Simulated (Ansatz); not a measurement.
# O on Ir(111): change of the work function, part 2 of 4

How does O on the fcc site change the work function of Ir(111) as the layer fills?

Ansatz 0.2.0; plane-wave DFT, PBE, Ansatz PAW.

So far, work function, upper face (eV): step 2 (the clean slab) 5.49.

## 3. Adsorbate added, k-mesh 4×4×1, coverage 0.111 ML

System of this step: Ir36O (O/Ir(111)). The cell holds 37 atoms: 36 Ir and 1 O. Its edges and angles: a = 8.146 Å, b = 8.146 Å, c = 26.080 Å, α = 90.0°, β = 90.0°, γ = 60.0°. Vacuum lies along c.

The clean slab as it ended is repeated in the plane and the adsorbate is set on one face; the cell's size fixes the coverage, and the k-mesh shrinks with it to keep the sampling density about even. Adsorbate and upper layers relax, since the dipole depends on the height.

File input.yaml:

```yaml
crystal:
  lattice:
    - [8.1458701194, 0.0, 0.0]
    - [4.0729350597, 7.0545304593, 0.0]
    - [0.0, 0.0, 26.0803608748]
  atoms:
    - { symbol: Ir, position: [0.0, 0.0, 0.3450872495] }
    - { symbol: Ir, position: [0.1111111111, 0.1111111111, 0.4300947018] }
    - { symbol: Ir, position: [0.2222222222, 0.2222222222, 0.5150031947] }
    - { symbol: Ir, position: [0.0, 0.0, 0.5995040849] }
    - { symbol: Ir, position: [0.0, 0.3333333333, 0.3450872495] }
    - { symbol: Ir, position: [0.1111111111, 0.4444444444, 0.4300947018] }
    - { symbol: Ir, position: [0.2222222222, 0.5555555556, 0.5150031947] }
    - { symbol: Ir, position: [0.0, 0.3333333333, 0.5995040849] }
    - { symbol: Ir, position: [0.0, 0.6666666667, 0.3450872495] }
    - { symbol: Ir, position: [0.1111111111, 0.7777777778, 0.4300947018] }
    - { symbol: Ir, position: [0.2222222222, 0.8888888889, 0.5150031947] }
    - { symbol: Ir, position: [0.0, 0.6666666667, 0.5995040849] }
    - { symbol: Ir, position: [0.3333333333, 0.0, 0.3450872495] }
    - { symbol: Ir, position: [0.4444444444, 0.1111111111, 0.4300947018] }
    - { symbol: Ir, position: [0.5555555556, 0.2222222222, 0.5150031947] }
    - { symbol: Ir, position: [0.3333333333, 0.0, 0.5995040849] }
    - { symbol: Ir, position: [0.3333333333, 0.3333333333, 0.3450872495] }
    - { symbol: Ir, position: [0.4444444444, 0.4444444444, 0.4300947018] }
    - { symbol: Ir, position: [0.5555555556, 0.5555555556, 0.5150031947] }
    - { symbol: Ir, position: [0.3333333333, 0.3333333333, 0.5995040849] }
    - { symbol: Ir, position: [0.3333333333, 0.6666666667, 0.3450872495] }
    - { symbol: Ir, position: [0.4444444444, 0.7777777778, 0.4300947018] }
    - { symbol: Ir, position: [0.5555555556, 0.8888888889, 0.5150031947] }
    - { symbol: Ir, position: [0.3333333333, 0.6666666667, 0.5995040849] }
    - { symbol: Ir, position: [0.6666666667, 0.0, 0.3450872495] }
    - { symbol: Ir, position: [0.7777777778, 0.1111111111, 0.4300947018] }
    - { symbol: Ir, position: [0.8888888889, 0.2222222222, 0.5150031947] }
    - { symbol: Ir, position: [0.6666666667, 0.0, 0.5995040849] }
    - { symbol: Ir, position: [0.6666666667, 0.3333333333, 0.3450872495] }
    - { symbol: Ir, position: [0.7777777778, 0.4444444444, 0.4300947018] }
    - { symbol: Ir, position: [0.8888888889, 0.5555555556, 0.5150031947] }
    - { symbol: Ir, position: [0.6666666667, 0.3333333333, 0.5995040849] }
    - { symbol: Ir, position: [0.6666666667, 0.6666666667, 0.3450872495] }
    - { symbol: Ir, position: [0.7777777778, 0.7777777778, 0.4300947018] }
    - { symbol: Ir, position: [0.8888888889, 0.8888888889, 0.5150031947] }
    - { symbol: Ir, position: [0.6666666667, 0.6666666667, 0.5995040849] }
    - { symbol: O, position: [0.1111111111, 0.1111111111, 0.6549127505] }
kpoints:
  mp_grid: { grid: [4, 4, 1] }
hamiltonian:
  xc: pbe
scf:
  occupations: { method: fermi_dirac, width: 0.1 }
  convergence: { dr2_threshold: 1.0e-08 }
efield:
  axis: 3
  dipole_correction: true
  ramp_position: 0.97
  ramp_width: 0.06
relax:
  f_tol: 0.02
  max_steps: 60
  constraints:
    - { sites: [0, 1, 4, 5, 8, 9, 12, 13, 16, 17, 20, 21, 24, 25, 28, 29, 32, 33] }
output:
  write_potential: true
  write_density: true
  volumetric_format: npy
```

Launch:

```
$ ansatz run input.yaml --threads 4 --pin off --max-ram 16384MiB --backend cpu --events-out ev --progress --plain --runs-dir out
```

Standard output:

```text
[...]
Crystal: 37 atoms, lattice volume = 1498.715 Å³
Basis set: ecut = 420 eV, 29397 PW (Γ), exchange–correlation on 120×120×360 points (8 copies of the dense FFT grid, shifted against one another)
Bands: 371, of which v1, the nominal top of the filled ones, is band 309 counted from 1 (308 counted from 0)
Symmetry: 6 space group operations
[...]
k-points: 4 of 16 (time reversal used)
[...]
SCF iter   1: F=—  HF=-430222.234831 eV  |F-HF|=—  |Δ(HF+E_count)|=         —  Δρ=5.70e-3  dr2=2.23e0  ethr=1.77e-3  p=-0.065 e·Å  D=-7.80e-3 V/Å  ΔV_dip=0.20 eV  dr2_dipole=1.79e-3  V_vac-E_F(+/−)=5.41/5.21 eV  ⟨swp⟩=7.2  Hψ=6345  notcnv=0  defer=34
[...]
SCF iter  10: F=-430222.204541 eV  HF=-430222.204541 eV  |F-HF|=3.87e-8  |Δ(HF+E_count)|=   7.37e-8  Δρ=3.04e-7  dr2=1.42e-9  ethr=1.62e-12  p=-0.062 e·Å  D=-7.45e-3 V/Å  ΔV_dip=0.19 eV  dr2_dipole=6.71e-12  V_vac-E_F(+/−)=5.69/5.50 eV  ⟨swp⟩=10.0  Hψ=10477  notcnv=0
SCF 1 converged in 10 iterations: F = -430222.204541 eV  dr2 = 1.42e-9
[...]
relax step   1: F+E_penalty+E_count = -430222.20454141 eV  Δ(F+E_penalty+E_count) = +0.000e0 eV  max|allowed force component| = 1.321e0 eV/Å  Δτ_max = 0.0000 Å  (10 SCF iters, accepted)
[...]
SCF iter  10: F=-430222.352233 eV  HF=-430222.352233 eV  |F-HF|=3.49e-8  |Δ(HF+E_count)|=   1.08e-7  Δρ=3.90e-7  dr2=4.42e-9  ethr=1.62e-12  p=-0.047 e·Å  D=-5.65e-3 V/Å  ΔV_dip=0.15 eV  dr2_dipole=3.62e-11  V_vac-E_F(+/−)=5.65/5.50 eV  ⟨swp⟩=10.0  Hψ=10348  notcnv=0
SCF 2 converged in 10 iterations: F = -430222.352233 eV  dr2 = 4.42e-9
[...]
relax step   2: F+E_penalty+E_count = -430222.35223296 eV  Δ(F+E_penalty+E_count) = -1.477e-1 eV  max|allowed force component| = 7.540e-1 eV/Å  Δτ_max = 0.0931 Å  (10 SCF iters, accepted)
SCF iter   1: F=—  HF=-430222.403758 eV  |F-HF|=—  |Δ(HF+E_count)|=         —  Δρ=3.07e-3  dr2=9.19e-2  ethr=1.69e-4  p=-0.047 e·Å  D=-5.65e-3 V/Å  ΔV_dip=0.15 eV  dr2_dipole=4.99e-3  V_vac-E_F(+/−)=5.64/5.50 eV  ⟨swp⟩=3.2  Hψ=3382  notcnv=0  defer=71
[...]
SCF iter   9: F=-430222.392391 eV  HF=-430222.392391 eV  |F-HF|=3.95e-8  |Δ(HF+E_count)|=   1.24e-7  Δρ=3.61e-7  dr2=2.62e-9  ethr=1.62e-12  p=-0.030 e·Å  D=-3.59e-3 V/Å  ΔV_dip=0.09 eV  dr2_dipole=1.09e-10  V_vac-E_F(+/−)=5.59/5.49 eV  ⟨swp⟩=10.0  Hψ=10389  notcnv=0
SCF 3 converged in 9 iterations: F = -430222.392391 eV  dr2 = 2.62e-9
relax step   3: F+E_penalty+E_count = -430222.39239060 eV  Δ(F+E_penalty+E_count) = -4.016e-2 eV  max|allowed force component| = 2.754e-1 eV/Å  Δτ_max = 0.0985 Å  (9 SCF iters, accepted)
[...]
relax step   4: F+E_penalty+E_count = -430222.39698388 eV  Δ(F+E_penalty+E_count) = -4.593e-3 eV  max|allowed force component| = 3.168e-2 eV/Å  Δτ_max = 0.0254 Å  (8 SCF iters, accepted)
SCF iter   1: F=—  HF=-430222.395623 eV  |F-HF|=—  |Δ(HF+E_count)|=         —  Δρ=1.68e-4  dr2=5.20e-4  ethr=5.88e-7  p=-0.034 e·Å  D=-4.07e-3 V/Å  ΔV_dip=0.11 eV  dr2_dipole=9.56e-5  V_vac-E_F(+/−)=5.60/5.49 eV  ⟨swp⟩=2.2  Hψ=2420  notcnv=0  defer=71
[...]
SCF iter   6: F=-430222.397158 eV  HF=-430222.397158 eV  |F-HF|=6.25e-8  |Δ(HF+E_count)|=   8.92e-8  Δρ=5.55e-7  dr2=9.15e-9  ethr=1.62e-12  p=-0.033 e·Å  D=-4.04e-3 V/Å  ΔV_dip=0.11 eV  dr2_dipole=3.33e-10  V_vac-E_F(+/−)=5.60/5.49 eV  ⟨swp⟩=8.5  Hψ=11246  notcnv=0
SCF 5 converged in 6 iterations: F = -430222.397158 eV  dr2 = 9.15e-9
relax step   5: F+E_penalty+E_count = -430222.39715848 eV  Δ(F+E_penalty+E_count) = -1.746e-4 eV  max|allowed force component| = 3.620e-3 eV/Å  Δτ_max = 0.0031 Å  (6 SCF iters, accepted)
NSCF: frozen V_eff on 4 k-points
[...]
SCF converged after 6 iterations
Free energy (F): -430222.397158 eV
[...]
Internal energy: -430221.153505 eV  (E = F + TS)
E sigma→0 (E₀):  -430221.775332 eV
Entropy (-TS):   -1.243654 eV (-33.612 meV/atom)
Fermi energy:    5.151436 eV
Dipole field:    D = -0.004030 V/Å  (p = -0.033380 e·Å, saw-weighted, corrected)
Work function:   Φ+ = 5.5992 eV   Φ− = 5.4941 eV
[...]
--- Forces (eV/Å), atoms counted from 1 ---
  atom   1  Ir     0.06428170     0.03711306     0.10273132
  atom   2  Ir    -0.00000000     0.00000000    -0.18763911
  atom   3  Ir    -0.00157168    -0.00090741     0.00059739
  atom   4  Ir     0.00199130     0.00114968     0.00227394
  atom   5  Ir    -0.00000000    -0.07422611     0.10273132
  atom   6  Ir    -0.07019084     0.08949560    -0.01930621
  atom   7  Ir     0.00002958    -0.00001708     0.00245886
  atom   8  Ir     0.00000000    -0.00229936     0.00227394
  atom   9  Ir     0.08371089    -0.04833051     0.23534666
  atom  10  Ir    -0.11260088     0.01603925    -0.01930621
  atom  11  Ir     0.00000000     0.00181482     0.00059739
  atom  12  Ir     0.00204084    -0.00117828     0.00128009
  atom  13  Ir    -0.06428170     0.03711306     0.10273132
  atom  14  Ir     0.04241004    -0.10553485    -0.01930621
  atom  15  Ir    -0.00000000     0.00003416     0.00245886
  atom  16  Ir    -0.00199130     0.00114968     0.00227394
  atom  17  Ir     0.02437161     0.01407096     0.07995742
  atom  18  Ir    -0.00000000     0.00000000    -0.20254498
  atom  19  Ir    -0.00002958    -0.00001708     0.00245886
  atom  20  Ir    -0.00313519    -0.00181010    -0.00101880
  atom  21  Ir     0.00000000    -0.02814192     0.07995742
  atom  22  Ir     0.11260088     0.01603925    -0.01930621
  atom  23  Ir    -0.00211826     0.00122298    -0.00326852
  atom  24  Ir    -0.00000000     0.00362020    -0.00101880
  atom  25  Ir     0.00000000     0.09666101     0.23534666
  atom  26  Ir    -0.04241004    -0.10553485    -0.01930621
  atom  27  Ir     0.00157168    -0.00090741     0.00059739
  atom  28  Ir     0.00000000     0.00235656     0.00128009
  atom  29  Ir    -0.02437161     0.01407096     0.07995742
  atom  30  Ir     0.07019084     0.08949560    -0.01930621
  atom  31  Ir    -0.00000000    -0.00244595    -0.00326852
  atom  32  Ir     0.00313519    -0.00181010    -0.00101880
  atom  33  Ir    -0.08371089    -0.04833051     0.23534666
  atom  34  Ir    -0.00000000    -0.00000000    -0.75376450
  atom  35  Ir     0.00211826     0.00122298    -0.00326852
  atom  36  Ir    -0.00204084    -0.00117828     0.00128009
  atom  37  O      0.00000000    -0.00000000    -0.00128410
  max |Σ_I F_I| component: 5.15e-6 eV/Å
--- Band table (eV) ---
  k-point 0: bands = [... 305 lower, 4.9039, 4.9039, 4.9641, 4.9641, 5.0320, 5.1265, 5.1265, 5.1433, ... 58 higher]
  k-point 1: bands = [... 305 lower, 4.8624, 4.8679, 5.0943, 5.1618, 5.1736, 5.2087, 5.2353, 5.3120, ... 58 higher]
  k-point 2: bands = [... 305 lower, 4.9524, 5.0042, 5.0663, 5.1808, 5.1964, 5.2425, 5.2956, 5.3076, ... 58 higher]
  k-point 3: bands = [... 305 lower, 4.9444, 5.0842, 5.1770, 5.2146, 5.2880, 5.3747, 5.4209, 5.4677, ... 58 higher]
--- Relaxed structure (5 steps of the walk, 5 accepted, 0 SCFs on fresh bases) ---
  F+E_penalty+E_count = -430222.39715848 eV   max|allowed force component| = 3.620e-3 eV/Å
  atoms:
    - { symbol: Ir, position: [1.111111e-11, 1.111111e-11, 0.3450872495] }
    - { symbol: Ir, position: [0.111111, 0.111111, 0.4300947018] }
    - { symbol: Ir, position: [0.221996, 0.221996, 0.514718] }
    - { symbol: Ir, position: [-0.00267072, -0.00267072, 0.602010] }
    - { symbol: Ir, position: [1.111111e-11, 0.333333, 0.3450872495] }
    - { symbol: Ir, position: [0.111111, 0.444444, 0.4300947018] }
    - { symbol: Ir, position: [0.221897, 0.555718, 0.514859] }
    - { symbol: Ir, position: [-0.00267072, 0.338675, 0.602010] }
    - { symbol: Ir, position: [-2.222217e-11, 0.666667, 0.3450872495] }
    - { symbol: Ir, position: [0.111111, 0.777778, 0.4300947018] }
    - { symbol: Ir, position: [0.221996, 0.889342, 0.514718] }
    - { symbol: Ir, position: [0.000570938, 0.666381, 0.599106] }
    - { symbol: Ir, position: [0.333333, 1.111111e-11, 0.3450872495] }
    - { symbol: Ir, position: [0.444444, 0.111111, 0.4300947018] }
    - { symbol: Ir, position: [0.555718, 0.221897, 0.514859] }
    - { symbol: Ir, position: [0.338675, -0.00267072, 0.602010] }
    - { symbol: Ir, position: [0.333333, 0.333333, 0.3450872495] }
    - { symbol: Ir, position: [0.444444, 0.444444, 0.4300947018] }
    - { symbol: Ir, position: [0.555718, 0.555718, 0.514859] }
    - { symbol: Ir, position: [0.335719, 0.335719, 0.599329] }
    - { symbol: Ir, position: [0.333333, 0.666667, 0.3450872495] }
    - { symbol: Ir, position: [0.444444, 0.777778, 0.4300947018] }
    - { symbol: Ir, position: [0.554047, 0.889643, 0.515530] }
    - { symbol: Ir, position: [0.335719, 0.661896, 0.599329] }
    - { symbol: Ir, position: [0.666667, -2.222220e-11, 0.3450872495] }
    - { symbol: Ir, position: [0.777778, 0.111111, 0.4300947018] }
    - { symbol: Ir, position: [0.889342, 0.221996, 0.514718] }
    - { symbol: Ir, position: [0.666381, 0.000570938, 0.599106] }
    - { symbol: Ir, position: [0.666667, 0.333333, 0.3450872495] }
    - { symbol: Ir, position: [0.777778, 0.444444, 0.4300947018] }
    - { symbol: Ir, position: [0.889643, 0.554047, 0.515530] }
    - { symbol: Ir, position: [0.661896, 0.335719, 0.599329] }
    - { symbol: Ir, position: [0.666667, 0.666667, 0.3450872495] }
    - { symbol: Ir, position: [0.777778, 0.777778, 0.4300947018] }
    - { symbol: Ir, position: [0.889643, 0.889643, 0.515530] }
    - { symbol: Ir, position: [0.666381, 0.666381, 0.599106] }
    - { symbol: O, position: [0.111111, 0.111111, 0.651327] }
```

It took 11 min on 4 threads of Arm Neoverse V1, shared host; peak memory 9.3 GiB.

This run has no spin polarisation, although Ir can carry a moment.

The steps of the relaxation:

```
step  energy less that of the first step (eV)  largest force component (eV/Å)
   1                                   0.0000                          1.3209
   2                                  -0.1477                          0.7540
   3                                  -0.1878                          0.2754
   4                                  -0.1924                          0.0317
   5                                  -0.1926                          0.0036
```

Forces are held to the 6 operations that the program found; a distortion that breaks them can't arise in this run.

The atoms that moved most (Å):

```
atom      dx      dy      dz  length
 O37   0.000   0.000  -0.094   0.094
 Ir4  -0.033  -0.019   0.065   0.075
Ir16   0.033  -0.019   0.065   0.075
 Ir8   0.000   0.038   0.065   0.075
Ir24   0.000  -0.034  -0.005   0.034
Ir32  -0.029   0.017  -0.005   0.034
Ir20   0.029   0.017  -0.005   0.034
Ir23  -0.009   0.005   0.014   0.017
```

The relaxed structure:

```cif
data_structure
_symmetry_space_group_name_H-M 'P 1'
_symmetry_Int_Tables_number 1
_cell_length_a 8.1459
_cell_length_b 8.1459
_cell_length_c 26.0804
_cell_angle_alpha 90.000
_cell_angle_beta 90.000
_cell_angle_gamma 60.000
_cell_volume 1498.72
loop_
_atom_site_label
_atom_site_type_symbol
_atom_site_fract_x
_atom_site_fract_y
_atom_site_fract_z
_atom_site_occupancy
Ir1 Ir 0.00000 0.00000 0.34509 1
Ir2 Ir 0.11111 0.11111 0.43009 1
Ir3 Ir 0.22200 0.22200 0.51472 1
Ir4 Ir 0.99733 0.99733 0.60201 1
Ir5 Ir 0.00000 0.33333 0.34509 1
Ir6 Ir 0.11111 0.44444 0.43009 1
Ir7 Ir 0.22190 0.55572 0.51486 1
Ir8 Ir 0.99733 0.33867 0.60201 1
Ir9 Ir 0.00000 0.66667 0.34509 1
Ir10 Ir 0.11111 0.77778 0.43009 1
Ir11 Ir 0.22200 0.88934 0.51472 1
Ir12 Ir 0.00057 0.66638 0.59911 1
Ir13 Ir 0.33333 0.00000 0.34509 1
Ir14 Ir 0.44444 0.11111 0.43009 1
Ir15 Ir 0.55572 0.22190 0.51486 1
Ir16 Ir 0.33867 0.99733 0.60201 1
Ir17 Ir 0.33333 0.33333 0.34509 1
Ir18 Ir 0.44444 0.44444 0.43009 1
Ir19 Ir 0.55572 0.55572 0.51486 1
Ir20 Ir 0.33572 0.33572 0.59933 1
Ir21 Ir 0.33333 0.66667 0.34509 1
Ir22 Ir 0.44444 0.77778 0.43009 1
Ir23 Ir 0.55405 0.88964 0.51553 1
Ir24 Ir 0.33572 0.66190 0.59933 1
Ir25 Ir 0.66667 0.00000 0.34509 1
Ir26 Ir 0.77778 0.11111 0.43009 1
Ir27 Ir 0.88934 0.22200 0.51472 1
Ir28 Ir 0.66638 0.00057 0.59911 1
Ir29 Ir 0.66667 0.33333 0.34509 1
Ir30 Ir 0.77778 0.44444 0.43009 1
Ir31 Ir 0.88964 0.55405 0.51553 1
Ir32 Ir 0.66190 0.33572 0.59933 1
Ir33 Ir 0.66667 0.66667 0.34509 1
Ir34 Ir 0.77778 0.77778 0.43009 1
Ir35 Ir 0.88964 0.88964 0.51553 1
Ir36 Ir 0.66638 0.66638 0.59911 1
O37 O 0.11111 0.11111 0.65133 1
```

Read from the output:

* energy at zero smearing: -430221.7753 eV
* work function, upper face: 5.599 eV
* work function, lower face: 5.494 eV
* dipole along the normal: -0.03338 e·Å
* step between the vacuum levels: 0.1051 eV

Running mean over 2.217 Å of the planar mean; the ramp of the sawtooth is left out. The electron's electrostatic potential energy less the Fermi level by z:

```
z (Å)  electron's electrostatic potential energy less the Fermi level (eV)
  3.5                                                                 5.49
  4.0                                                                 5.49
  4.5                                                                 5.49
  5.0                                                                 5.49
  5.5                                                                 5.47
  6.0                                                                 5.42
  6.5                                                                 5.19
  7.0                                                                 4.26
  7.5                                                                0.790
  8.0                                                                -5.49
  8.5                                                                -10.8
  9.0                                                                -12.7
  9.5                                                                -13.1
 10.0                                                                -13.3
 10.5                                                                -13.4
 11.0                                                                -13.5
 11.5                                                                -13.6
 12.0                                                                -13.6
 12.5                                                                -13.6
 13.0                                                                -13.6
 13.5                                                                -13.5
 14.0                                                                -13.4
 14.5                                                                -13.4
 15.0                                                                -13.3
 15.5                                                                -13.1
 16.0                                                                -12.2
 16.5                                                                -7.99
 17.0                                                                -1.51
 17.5                                                                 3.12
 18.0                                                                 4.79
 18.5                                                                 5.40
 19.0                                                                 5.56
 19.5                                                                 5.59
 20.0                                                                 5.60
 20.5                                                                 5.60
 21.0                                                                 5.60
 21.5                                                                 5.60
 22.0                                                                 5.60
 22.5                                                                 5.60
 23.0                                                                 5.60
```

The relaxation took 5 steps and lowered the energy by 0.19 eV; the largest force on the free atoms ends at 0.0036 eV/Å.

The covered face has 5.60 eV, +0.11 eV against the clean one; the bare back face has moved by +0.00 eV, a measure of how thin the slab is.

[end of part 2 of 4]

[Long decimals in the printed logs are rounded to 6 places.]

[Logs are printed without paths, hosts, clocks, repeated set-up lines and the standing remarks that a program may print on its own settings, such as how far it seeks lower states.]

[Hosts, paths, dates, database ids (printed as entryN), source tags and the programs' standing remarks are cut or masked in the printed files.]

[Maps of the electrostatic potential energy from Ansatz leave out the sawtooth potential of an applied field or a dipole correction, so their vacuum need not be flat; planar profiles and work functions include it.]
